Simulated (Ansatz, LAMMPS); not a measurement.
# Force difference against the spacing of support functions in glassy nearly rigid 77ZrO2-23SiO2 (mol %) at 1800 K (90 atoms)

Density of this cell: 4.39 g/cm³. The cell holds 90 atoms: 23 Zr, 7 Si and 60 O. Its edges and angles: a = 10.716 Å, b = 10.716 Å, c = 10.716 Å, α = 90.0°, β = 90.0°, γ = 90.0°. 90 atoms (23 Zr, 7 Si, 60 O) placed at random at 4.39 g/cm³, melted at 4000 K for 10 ps at fixed volume with the Morse and Coulomb pair potential with partial charges (Pedone, Malavasi, Menziani, Cormack and Segre, J. Phys. Chem. B 110, 11780 (2006)). Snapshot at the end of a hold of 10 ps at 1800 K and fixed volume.

Calculated with Ansatz 0.2.0: Kohn-Sham DFT, PBE, PAW (set soft_2), localised support functions (medium), with the spacing typed; the reference is Kohn-Sham DFT, PBE, PAW (set soft_2), plane waves, cutoff 420 eV, Γ point, fixed occupations, with an r.m.s. force component of 1.89 eV/Å.

```
spacing (Å)  r.m.s. force difference (meV/Å)     time
      0.165                              1.7  2.1 min
      0.211                             1.74     67 s
      0.238                                ?        ?
      0.275                              3.6     61 s
       0.33                            43.84     46 s
```

**Question.** Fit a power law of the spacing to the rows given and interpolate to the withheld row.

**Working.**

A power law y = A x^b is a line in u = ln x and v = ln y.

| u = ln x | v = ln y |
| --- | --- |
| -1.80181 | 0.530628 |
| -1.55590 | 0.553885 |
| -1.29098 | 1.28093 |
| -1.10866 | 3.78062 |

With n = 4: mean u = -1.43934, mean v = 1.53652, Σ(u − ū)² = 0.27633, Σ(u − ū)(v − v̄) = 1.1833. Slope b = 1.1833 / 0.27633 = 4.2822; intercept a = v̄ − b ū = 7.7001.

At the withheld row u = -1.435, v = a + b u = 1.553, and y = exp(v).

Prediction at 0.238: 4.726 meV/Å. The run gave 1.918 meV/Å, so the fit is high by 2.8 meV/Å (146 % of the value).

The fitted exponent is 4.3. Between neighbouring rows, the withheld one included, the exponents are 0.095, 0.81, 4.4 and 14, so one power law doesn't hold over the range: the values level off at a floor. Among the rows given, the largest relative miss of the fit is at 0.275, by 5.2 meV/Å (144 %).

Limits: The difference holds the reference's own basis error, which sets a floor under it.

[Logs are printed without paths, hosts, clocks, repeated set-up lines and the standing remarks that a program may print on its own settings, such as how far it seeks lower states.]

[Hosts, paths, dates, database ids (printed as entryN), source tags and the programs' standing remarks are cut or masked in the printed files.]
